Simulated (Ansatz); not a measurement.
## Sc (P6_3/mmc, 2 atoms in the cell): modes against biaxial strain in the (0001) plane, that of a and b

Wanted: the shifts of the zone-centre modes of Sc (P6_3/mmc, 2 atoms in the cell) with strain.

Main program and level: Ansatz 0.2.0; DFT PBEsol, scalar-relativistic, plane waves, PAW; PAW set soft_1.

### 1. The structure

Symmetry: P6_3/mmc, No. 194, hexagonal system. Conventional cell: a = 3.309 Å, b = 3.309 Å, c = 5.273 Å, α = 90.00°, β = 90.00°, γ = 120.00°. Sc has 12 Sc at 3.26 to 3.31 Å nearest.

### 2. Bringing the structure to rest

Harmonic phonons are second derivatives at a point where the forces vanish, and they are wanted at zero stress, so atoms and cell are relaxed first.

Contents of input.yaml:

```yaml
crystal:
  lattice:
    - [3.309, 0.0, 0.0]
    - [-1.6545, 2.8656780611, 0.0]
    - [0.0, 0.0, 5.2733]
  atoms:
    - { symbol: Sc, position: [0.33333333, 0.66666667, 0.25] }
    - { symbol: Sc, position: [0.66666667, 0.33333333, 0.75] }
kpoints:
  mp_grid: { grid: [15, 15, 8] }
hamiltonian:
  xc: pbesol
  pseudopotentials: { kind: paw, azcp: { folder: soft_1 }, xc_functional: pbe }
scf:
  occupations: { method: gaussian, width: 0.1 }
output:
  forces: true
  stress: true
  eigenvalues: true
  write_density: true
  write_potential: true
  elf: true
  volumetric_format: npy
relax:
  adjacent_minimum: "off"
  f_tol: 0.005
  max_steps: 80
  cell: { stress_tol: 0.05 }
```

On the command line:

```bash
$ ansatz run input.yaml --threads 4 --pin off --max-ram 10240MiB --backend cpu --events-out ev --progress --plain --runs-dir out
```

Numbers of over 12 decimals in the logs are rounded to 6 here.

Log:

```text
Engine: ansatz 0.2.0, x86_64-unknown-linux-gnu
Pseudopotentials: kind: paw
Pseudopotential: Sc, paw, valence charge 11, recommended cutoff 420 eV (normal), soft_1/Sc.paw.azcp
Functional definition: PBEsol
  exchange = pbesol_x
  correlation = pbesol_c
Crystal: 2 atoms, lattice volume = 50.004 Å³
Basis set: ecut = 420 eV, 989 PW (Γ), exchange–correlation on 48×48×72 points (8 copies of the dense FFT grid, shifted against one another)
Bands: 15, of which v1, the nominal top of the filled ones, is band 11 counted from 1 (10 counted from 0)
Symmetry: 24 space group operations
Space group: P63/mmc (ITA 194), of the structure as read, at distance tolerance 3.7e-5 Å
k-points: 135 of 1800
Non-local potential: Sc, projectors of the file, l = 0: 3, l = 1: 2, l = 2: 3, l = 3: 1
PAW form: soft (Blöchl's): semilocal exchange-correlation on the pseudo side does not see the compensation charge
PAW frozen core: Sc, regenerated for the run's functional, and the local potential with it (the file was generated under x = pbe(κ = 0.804, μ = 0.219515), c = pbe(β = 0.066725))
PAW one-centre angular grid: Sc, 590 points (default); XC on 64 Gauss nodes
Initial density: superposition of atomic densities (chi_scale 0.1, normalization cell)
Initial wavefunctions: pseudopotential atomic-orbital guess
Functional: x = pbesol(κ = 0.804, μ = 0.123457), c = pbesol(β = 0.046)
SCF iter   1: F=—  HF=-4222.876806 eV  |F-HF|=—  |Δ(HF+E_count)|=         —  Δρ=2.59e-2  dr2=4.45e-1  ethr=3.10e-3  ⟨swp⟩=3.1  Hψ=7632  notcnv=0
preconditioner: auto → none  [metal: Δε(μ)=0.001 eV  Ē_g=2.657 eV  σ=0.100 eV  W_gap=0.01  n_scr=8 (ndim 8)  ℏωp=12.9 eV  f_vac=0.000  D(μ)=4.36/eV (n_scr^D=42)  sad-step TF]
SCF iter   2: F=—  HF=-4222.773542 eV  |F-HF|=—  |Δ(HF+E_count)|=   1.03e-1  Δρ=1.49e-2  dr2=1.60e-1  ethr=2.02e-3  ⟨swp⟩=2.0  Hψ=3571  notcnv=0  defer=11
SCF iter   3: F=—  HF=-4222.721426 eV  |F-HF|=—  |Δ(HF+E_count)|=   5.21e-2  Δρ=1.07e-3  dr2=3.24e-4  ethr=7.27e-4  ⟨swp⟩=3.0  Hψ=3784  notcnv=0  defer=11
SCF iter   4: F=—  HF=-4222.721740 eV  |F-HF|=—  |Δ(HF+E_count)|=   3.14e-4  Δρ=7.24e-5  dr2=1.34e-6  ethr=1.47e-6  ⟨swp⟩=2.2  Hψ=3492  notcnv=0  defer=11
SCF iter   5: F=—  HF=-4222.721726 eV  |F-HF|=—  |Δ(HF+E_count)|=   1.34e-5  Δρ=2.29e-5  dr2=2.58e-7  ethr=6.07e-9  ⟨swp⟩=2.0  Hψ=3561  notcnv=0  defer=11
SCF iter   6: F=-4222.721726 eV  HF=-4222.721726 eV  |F-HF|=3.55e-10  |Δ(HF+E_count)|=   9.25e-8  Δρ=1.29e-6  dr2=8.42e-10  ethr=4.55e-10  ⟨swp⟩=7.5  Hψ=11815  notcnv=0
SCF 1 converged in 6 iterations: F = -4222.721726 eV  dr2 = 8.42e-10
  greatest PAW one-centre occupation: 0.998 electrons in one spin orbital (limit 2), on the Sc atom at site 1 (counted from 0), in its partial waves of l = 0
relax step   1: F+E_penalty+E_count = -4222.72172621 eV  Δ(F+E_penalty+E_count) = +0.000e0 eV  max|allowed force component| = 7.864e-17 eV/Å  Δτ_max = 0.0000 Å  P = -2.865 GPa  Ω = 50.004 Å³  (6 SCF iters, dr2 threshold 1.00e-7 eV, accepted)
Crystal: 2 atoms, lattice volume = 46.748 Å³
Basis set: ecut = 420 eV, 929 PW (Γ), exchange–correlation on 48×48×72 points (8 copies of the dense FFT grid, shifted against one another)
Initial density: handed on by an earlier stage of this run
Initial wavefunctions: those handed on with the density
iter 1 solved again at ethr=1.33e-6 eV; its pass at ethr=3.10e-3 eV (dr2=2.93e-4 eV) is discarded
SCF iter   1: F=—  HF=-4222.750965 eV  |F-HF|=—  |Δ(HF+E_count)|=         —  Δρ=9.89e-4  dr2=3.00e-4  ethr=1.33e-6  ⟨swp⟩=2.2  Hψ=15208  notcnv=0
preconditioner: auto → none  [metal: Δε(μ)=0.013 eV  Ē_g=2.577 eV  σ=0.100 eV  W_gap=0.07  n_scr=8 (ndim 8)  ℏωp=13.3 eV  f_vac=0.000  D(μ)=3.82/eV (n_scr^D=36)]
SCF iter   2: F=—  HF=-4222.750946 eV  |F-HF|=—  |Δ(HF+E_count)|=   1.90e-5  Δρ=4.17e-4  dr2=3.51e-5  ethr=1.33e-6  ⟨swp⟩=2.1  Hψ=2633  notcnv=0
SCF iter   3: F=—  HF=-4222.750954 eV  |F-HF|=—  |Δ(HF+E_count)|=   7.67e-6  Δρ=1.02e-4  dr2=2.01e-6  ethr=1.60e-7  ⟨swp⟩=2.1  Hψ=2601  notcnv=0
iter 4 did not close the SCF: its close was put off for the readings that it lacked (scf_convergence_deferred on its scf_iter line)
SCF iter   4: F=-4222.750955 eV  HF=-4222.750955 eV  |F-HF|=7.27e-9  |Δ(HF+E_count)|=   1.49e-6  Δρ=1.16e-5  dr2=5.76e-8  ethr=9.11e-9  ⟨swp⟩=2.9  Hψ=3612  notcnv=0
iter 5 did not close the SCF: its close was put off for the readings that it lacked (scf_convergence_deferred on its scf_iter line)
SCF iter   5: F=-4222.750955 eV  HF=-4222.750955 eV  |F-HF|=1.82e-10  |Δ(HF+E_count)|=   3.97e-9  Δρ=9.60e-7  dr2=2.74e-10  ethr=2.62e-10  ⟨swp⟩=2.3  Hψ=2716  notcnv=0
SCF iter   6: F=-4222.750955 eV  HF=-4222.750955 eV  |F-HF|=9.09e-13  |Δ(HF+E_count)|=  1.05e-10  Δρ=1.49e-7  dr2=3.49e-12  ethr=1.24e-12  ⟨swp⟩=3.1  Hψ=8128  notcnv=0
SCF 2 converged in 6 iterations: F = -4222.750955 eV  dr2 = 3.49e-12
relax step   2: F+E_penalty+E_count = -4222.75095542 eV  Δ(F+E_penalty+E_count) = -2.923e-2 eV  max|allowed force component| = 1.758e-16 eV/Å  Δτ_max = 0.0000 Å  P = +0.662 GPa  Ω = 46.748 Å³  energy of the carried Pulay correction = +4.739e-5 eV  (6 SCF iters, dr2 threshold 2.00e-7 eV, accepted)
Crystal: 2 atoms, lattice volume = 47.269 Å³
Basis set: ecut = 420 eV, 953 PW (Γ), exchange–correlation on 48×48×72 points (8 copies of the dense FFT grid, shifted against one another)
iter 1 solved again at ethr=5.35e-8 eV; its pass at ethr=3.10e-3 eV (dr2=1.18e-5 eV) is discarded
SCF iter   1: F=—  HF=-4222.752477 eV  |F-HF|=—  |Δ(HF+E_count)|=         —  Δρ=1.93e-4  dr2=1.71e-5  ethr=5.35e-8  ⟨swp⟩=2.0  Hψ=13813  notcnv=0
preconditioner: auto → none  [metal: Δε(μ)=0.014 eV  Ē_g=2.556 eV  σ=0.100 eV  W_gap=0.08  n_scr=8 (ndim 8)  ℏωp=13.2 eV  f_vac=0.000  D(μ)=3.86/eV (n_scr^D=42)]
SCF iter   2: F=—  HF=-4222.752456 eV  |F-HF|=—  |Δ(HF+E_count)|=   2.04e-5  Δρ=7.07e-5  dr2=1.68e-6  ethr=5.35e-8  ⟨swp⟩=2.3  Hψ=2809  notcnv=0
iter 3 did not close the SCF: its close was put off for the readings that it lacked (scf_convergence_deferred on its scf_iter line)
SCF iter   3: F=-4222.752457 eV  HF=-4222.752457 eV  |F-HF|=4.86e-8  |Δ(HF+E_count)|=   2.97e-7  Δρ=1.81e-5  dr2=8.31e-8  ethr=7.62e-9  ⟨swp⟩=2.0  Hψ=2383  notcnv=0
iter 4 did not close the SCF: its close was put off for the readings that it lacked (scf_convergence_deferred on its scf_iter line)
SCF iter   4: F=-4222.752457 eV  HF=-4222.752457 eV  |F-HF|=2.44e-10  |Δ(HF+E_count)|=   5.68e-8  Δρ=2.99e-6  dr2=3.85e-9  ethr=3.78e-10  ⟨swp⟩=2.4  Hψ=2906  notcnv=0
iter 5 did not close the SCF: its close was put off for the readings that it lacked (scf_convergence_deferred on its scf_iter line)
SCF iter   5: F=-4222.752457 eV  HF=-4222.752457 eV  |F-HF|=6.37e-12  |Δ(HF+E_count)|=  6.77e-10  Δρ=2.41e-7  dr2=1.11e-11  ethr=1.75e-11  ⟨swp⟩=2.7  Hψ=3567  notcnv=0
SCF iter   6: F=-4222.752457 eV  HF=-4222.752457 eV  |F-HF|=2.73e-12  |Δ(HF+E_count)|=  3.64e-12  Δρ=2.86e-8  dr2=1.69e-13  ethr=1.00e-12  ⟨swp⟩=3.1  Hψ=7651  notcnv=0
SCF 3 converged in 6 iterations: F = -4222.752457 eV  dr2 = 1.69e-13
relax step   3: F+E_penalty+E_count = -4222.75245659 eV  Δ(F+E_penalty+E_count) = -1.501e-3 eV  max|allowed force component| = 3.516e-16 eV/Å  Δτ_max = 0.0000 Å  P = +0.003 GPa  Ω = 47.269 Å³  energy of the carried Pulay correction = +3.928e-5 eV  (6 SCF iters, dr2 threshold 2.00e-7 eV, accepted)
[...]
relax step   4: F+E_penalty+E_count = -4222.75247866 eV  Δ(F+E_penalty+E_count) = -2.208e-5 eV  max|allowed force component| = 7.401e-17 eV/Å  Δτ_max = 0.0000 Å  P = +0.001 GPa  Ω = 47.267 Å³  energy of the carried Pulay correction = +3.924e-5 eV  (6 SCF iters, accepted)
Initial wavefunctions: pseudopotential atomic-orbital guess (no wavefunctions were taken with the density)
iter 1 solved again at ethr=1.55e-9 eV; its pass at ethr=3.10e-3 eV (dr2=3.40e-7 eV) is discarded
SCF iter   1: F=—  HF=-4222.752445 eV  |F-HF|=—  |Δ(HF+E_count)|=         —  Δρ=1.51e-5  dr2=9.74e-9  ethr=1.55e-9  ⟨swp⟩=3.0  Hψ=14023  notcnv=0
SCF iter   2: F=—  HF=-4222.752429 eV  |F-HF|=—  |Δ(HF+E_count)|=   1.62e-5  Δρ=7.57e-6  dr2=2.70e-9  ethr=4.43e-11  ⟨swp⟩=2.3  Hψ=3334  notcnv=0
SCF iter   3: F=—  HF=-4222.752429 eV  |F-HF|=—  |Δ(HF+E_count)|=   7.27e-9  Δρ=3.54e-7  dr2=5.25e-11  ethr=1.23e-11  ⟨swp⟩=2.6  Hψ=3210  notcnv=0
iter 4 did not close the SCF: its close was put off for the readings that it lacked (scf_convergence_deferred on its scf_iter line)
SCF iter   4: F=-4222.752429 eV  HF=-4222.752429 eV  |F-HF|=3.64e-12  |Δ(HF+E_count)|=  1.82e-11  Δρ=8.91e-8  dr2=1.05e-12  ethr=1.00e-12  ⟨swp⟩=1.9  Hψ=2458  notcnv=0
iter 5 did not close the SCF: its close was put off for the readings that it lacked (scf_convergence_deferred on its scf_iter line)
SCF iter   5: F=-4222.752429 eV  HF=-4222.752429 eV  |F-HF|=9.09e-13  |Δ(HF+E_count)|=  1.82e-12  Δρ=1.52e-8  dr2=5.89e-14  ethr=1.00e-12  ⟨swp⟩=1.0  Hψ=2025  notcnv=0
iter 6 did not close the SCF: its close was put off for the readings that it lacked (scf_convergence_deferred on its scf_iter line)
SCF iter   6: F=-4222.752429 eV  HF=-4222.752429 eV  |F-HF|=0.00e0  |Δ(HF+E_count)|=    0.00e0  Δρ=2.46e-9  dr2=1.06e-15  ethr=1.00e-12  ⟨swp⟩=1.0  Hψ=2025  notcnv=0
iter 7 did not close the SCF: its close was put off for the readings that it lacked (scf_convergence_deferred on its scf_iter line)
SCF iter   7: F=-4222.752429 eV  HF=-4222.752429 eV  |F-HF|=0.00e0  |Δ(HF+E_count)|=    0.00e0  Δρ=4.11e-10  dr2=4.58e-17  ethr=1.00e-12  ⟨swp⟩=1.0  Hψ=2025  notcnv=0
SCF iter   8: F=-4222.752429 eV  HF=-4222.752429 eV  |F-HF|=0.00e0  |Δ(HF+E_count)|=    0.00e0  Δρ=6.61e-11  dr2=9.91e-19  ethr=1.00e-12  ⟨swp⟩=1.0  Hψ=4590  notcnv=0
SCF 5 converged in 8 iterations: F = -4222.752429 eV  dr2 = 9.91e-19
relax step   5: F+E_penalty+E_count = -4222.75242890 eV  Δ(F+E_penalty+E_count) = +4.977e-5 eV  max|allowed force component| = 7.401e-17 eV/Å  Δτ_max = 0.0000 Å  P = +0.002 GPa  Ω = 47.267 Å³  stress off target by 2.09e-3 GPa  SCF on the basis re-selected at this cell (its energy is not comparable with the rows above)  (8 SCF iters)
basis re-selected at this cell: Δ(F+E_penalty+E_count) = +4.977e-5 eV, ΔP = +0.001 GPa vs the last step (what re-selecting the basis moved, of the pressure what is left beyond the Pulay correction that the steps carried, after the strain that the cell walked since its last selection, with what the two solves' SCF thresholds leave and, on support functions, any second-order correction that the steps lacked; it is no m [...]
SCF converged after 8 iterations
Free energy (F): -4222.752429 eV
Harris-Foulkes:  -4222.752429 eV  (|F-HF|=0.00e0)
Internal energy: -4222.733205 eV  (E = F + TS)
E sigma→0 (E₀):  -4222.742817 eV
Entropy (-TS):   -0.019224 eV (-9.612 meV/atom)
Fermi energy:    9.496153 eV
--- Per-component energies (eV) ---
  E_band       = -328.251310
  E_kinetic    = 413.521399
  E_local      = -1661.790663  (includes V_loc(G=0)·N_el)
  E_nonlocal   = 288.738022
  E_hartree    = 592.929015
  E_xc         = -169.095537
  E_vxc        = -208.729349  (∫ρ·V_xc dr)
  E_paw        = -1934.408627  (= ΣΔE_a)
  E_vpaw       = -345.848831  (= ΣTr[D̂ρ^β])
  E_aug_tail   = 0.000080  (compensation charges beyond the density's cutoff)
  E_ewald      = -1752.884946
  E_core_change = 0.258050  (= ΣΔE_core)
  E_smearing   = -0.019224  (= −TS)
  E_closure    = 0.000000  (closes the sum)
  Σ components = -4222.752429   (vs F -4222.752429, Δ=0.00e0)
--- Forces (eV/Å), atoms counted from 1 ---
  atom   1  Sc     0.00000000    -0.00000000     0.00000000
  atom   2  Sc     0.00000000     0.00000000    -0.00000000
  max |Σ_I F_I| component: 1.85e-17 eV/Å
--- Stress (GPa, compression-positive) ---
        0.002089       0.000000       0.000000
        0.000000       0.002089      -0.000000
        0.000000      -0.000000       0.001789
  P = ⅓ Tr σ = 0.0020 GPa (0.020 kbar)
--- Band table (eV; the first three rows and the last of 135) ---
  k-point 0: bands = [... 7 lower, -18.0446, 4.2932, 7.8051, 10.2441, 11.1335, 11.1335, 11.4389, 11.6189]
  k-point 1: bands = [... 7 lower, -18.0650, 4.4040, 7.6706, 10.1785, 11.0720, 11.0720, 11.3628, 11.5463]
  k-point 2: bands = [... 7 lower, -18.0907, 4.7283, 7.2511, 10.1281, 10.9867, 10.9867, 11.1495, 11.3740]
  k-point 134: bands = [... 7 lower, -18.1293, 9.0655, 9.0655, 9.3424, 9.3424, 9.7995, 9.7995, 11.9893]
--- Relaxed structure (4 steps of the walk, 4 accepted, 1 SCFs on fresh bases) ---
  F+E_penalty+E_count = -4222.75242890 eV   max|allowed force component| = 7.401e-17 eV/Å   (the final SCF, on the basis selected at the relaxed cell)
  cell:  # Å, volume = 47.2674 Å³
    - [3.277011, 0.0, 0.0]
    - [-1.638506, 2.837975, 0.0]
    - [0.0, 0.0, 5.082473]
  atoms:
    - { symbol: Sc, position: [0.333333, 0.666667, 0.250000] }
    - { symbol: Sc, position: [0.666667, 0.333333, 0.750000] }
```

The job ended after 22 s (4 threads of Intel Xeon at 2.50GHz (Skylake/Cascade Lake), shared host; peak memory 0.45 GiB).

Relaxation path:

```
step  energy less that of the first step (eV)  largest force component (eV/Å)  pressure (GPa)  volume (Å³)
   1                                   0.0000                          0.0000           -2.87        50.00
   2                                  -0.0292                          0.0000            0.66        46.75
   3                                  -0.0307                          0.0000            0.00        47.27
   4                                  -0.0308                          0.0000            0.00        47.27
  5*                                  -0.0307                          0.0000            0.00        47.27
```

Relaxation steps marked * repeat the geometry before them on a plane-wave basis chosen anew for their cell, so energy and pressure can jump there.

The run keeps the 24 symmetry operations that it works with, so distortions that break them were not tested.

```
conventional cell, symmetrised  before  after  change
                         a (Å)   3.309  3.277  -1.0 %
                         b (Å)   3.309  3.277  -1.0 %
                         c (Å)   5.273  5.082  -3.6 %
              volume (Å³/atom)   25.00  23.63  -5.5 %
```

The relaxed structure:

```xyz
2
Lattice="3.2770 0.0000 0.0000 -1.6385 2.8380 0.0000 0.0000 0.0000 5.0825" Properties=species:S:1:pos:R:3 pbc="T T T"
Sc    0.0000    1.8920    1.2706
Sc    1.6385    0.9460    3.8119
```

Numbers from this step:

```yaml
pressure: 0.001989 GPa
volume_per_atom: 23.63 Å³
gap_on_the_k_mesh: 0 eV
```

Electrostatic potential energy in the ac plane at fractional y = 0.333, with atoms of Sc within 0.2 Å of it. With pseudopotentials it is smooth inside the atoms' cores, unlike the true potential.

Ten even steps from '0' (-43 eV) to '9' (12 eV):
```
99999999988888899
99999999876667789
99999998754334678
89999987531112467
89999986410000247
89999985300000146
89999985300000146
89999986410000247
89999987531112467
99999998754334678
99999999876667789
99999999988888899
99999999999999999
99999999999999999
99999999999999999
99888999999999999
88888899999999999
88777889999999999
87777789999999998
87777789999999998
88777889999999999
88888899999999999
99888999999999999
99999999999999999
99999999999999999
99999999999999999
```
Columns run along a (3.3 Å; values clipped at the 3rd and 97th percentile), rows up along c (5.1 Å). Atoms in or near the plane, at fractional coordinates: Sc at (0.67, 0.75).

Valence density in the ac plane at fractional y = 0.333, with atoms of Sc within 0.2 Å of it. It is the smooth field of the valence electrons, not physical close to the nuclei.

Ten steps, logarithmic in the rise over the least value, from '_' (0.1 e/Å³) to '@' (8.6 e/Å³):
```
__________________....::......____
________________..::--====--::..__
______________..--++******++==::..
..__________..--++##%%%%%%##**==::
..__________::==**%%@@@@@@@@##++--
..__________::==##%%@@@@@@@@%%**--
..__________::==##%%@@@@@@@@%%**--
..__________::==**%%@@@@@@@@##++--
..__________..--++##%%%%%%##**==::
______________..--++******++==::..
________________..::--====--::..__
__________________....::......____
__________________________________
__________________________________
__________________________________
____......________________________
__....::....______________________
..::::::::::..____________________
..::------::..__________________..
..::------::..__________________..
..::::::::::..____________________
__....::....______________________
____......________________________
__________________________________
__________________________________
__________________________________
```
Columns run along a (3.3 Å), rows up along c (5.1 Å). Atoms in or near the plane, at fractional coordinates: Sc at (0.67, 0.75).

ELF in the ac plane at fractional y = 0.333, with atoms of Sc within 0.2 Å of it. It is the smooth field of the valence electrons, not physical close to the nuclei.

Ten even steps from '_' (0.07) to '@' (0.73):
```
--++******==::..______..________..
..==**##++--..____::==++++--..____
__::++**==..____--**%%@@@@%%++::__
__..--==--____::**@@@@%%%%@@%%++..
____::--::____==%%@@**====##@@##--
____::--..__..**@@%%--____++@@%%==
____::--..__..**@@%%--____++@@%%==
____::--::____==%%@@**====##@@##--
__..--==--____::**@@@@%%%%@@%%++..
__::++**==..____--**%%@@@@%%++::__
..==**##++--..____::==++++--..____
--++******==::..______..________..
====++++++==--::::............::--
----::::::----==================--
............::--++**########**==--
____________..::==##%%@@@@%%**--..
______..______..--**%%@@@@%%++::__
__..::::....__..--**%%@@@@%%++::__
__..::--::..____::++%%@@@@%%==..__
__..::--::..____::++%%@@@@%%==..__
__..::::....__..--**%%@@@@%%++::__
______..______..--**%%@@@@%%++::__
____________..::==##%%@@@@%%**--..
............::--++**########**==--
----::::::----==================--
====++++++==--::::............::--
```
Columns run along a (3.3 Å), rows up along c (5.1 Å). Atoms in or near the plane, at fractional coordinates: Sc at (0.67, 0.75).

In this step the volume went from 25.00 to 23.63 Å³/atom.

### 3. Tight relaxation

Phonons need small forces and stress, so the relaxation is finished with tight tolerances on 15×15×8 k points.

input.yaml, the sections that differ from step 2:

```yaml
crystal:
  lattice:
    - [3.2770113321, 0.0, 0.0]
    - [-1.638505666, 2.8379750621, 0.0]
    - [0.0, 0.0, 5.0824729127]
  atoms:
    - { symbol: Sc, position: [0.3333333333, 0.6666666667, 0.25] }
    - { symbol: Sc, position: [0.6666666667, 0.3333333333, 0.75] }
scf:
  occupations: { method: methfessel_paxton, width: 0.2 }
output:
  forces: true
  stress: true
  eigenvalues: true
relax:
  adjacent_minimum: "off"
  f_tol: 0.001
  max_steps: 60
  cell: { stress_tol: 0.01 }
# kpoints, hamiltonian: as in step 2
```

Log:

```text
[...]
Crystal: 2 atoms, lattice volume = 47.267 Å³
Basis set: ecut = 420 eV, 953 PW (Γ), exchange–correlation on 48×48×72 points (8 copies of the dense FFT grid, shifted against one another)
Bands: 15, of which v1, the nominal top of the filled ones, is band 11 counted from 1 (10 counted from 0)
Symmetry: 24 space group operations
[...]
k-points: 135 of 1800
[...]
k-point 134: bands = [... 7 lower, -18.1300, 9.0645, 9.0645, 9.3422, 9.3422, 9.7990, 9.7990, 11.9891]
--- Relaxed structure (2 steps of the walk, 2 accepted, 1 SCFs on fresh bases) ---
[...]
cell:  # Å, volume = 47.2669 Å³
    - [3.277680, -2.8873350792737042e-11, 0.0]
    - [-1.638840, 2.838554, 0.0]
    - [0.0, 0.0, 5.080351]
  atoms:
    - { symbol: Sc, position: [0.333333, 0.666667, 0.25] }
    - { symbol: Sc, position: [0.666667, 0.333333, 0.75] }
[key lines of the parts left out:]
SCF converged after 4 iterations
Free energy (F): -4222.743206 eV
Fermi energy:    9.494631 eV
P = ⅓ Tr σ = -0.0020 GPa (-0.020 kbar)
```

Wall time 13 s (4 threads); peak memory 0.43 GiB.

Little changed from the start: no atom moved by 0.005 Å and no cell edge by 0.1 %.

Numbers from this step:

- pressure: -0.001986 GPa

The forces vanish by symmetry and the pressure is -0.002 GPa, within the tolerances set. The cell now holds 23.63 Å³/atom.

[end of part 1 of 2]

[Logs are printed without paths, hosts, clocks, repeated set-up lines and the standing remarks that a program may print on its own settings, such as how far it seeks lower states.]

[Hosts, paths, dates, database ids (printed as entryN), source tags and the programs' standing remarks are cut or masked in the printed files.]
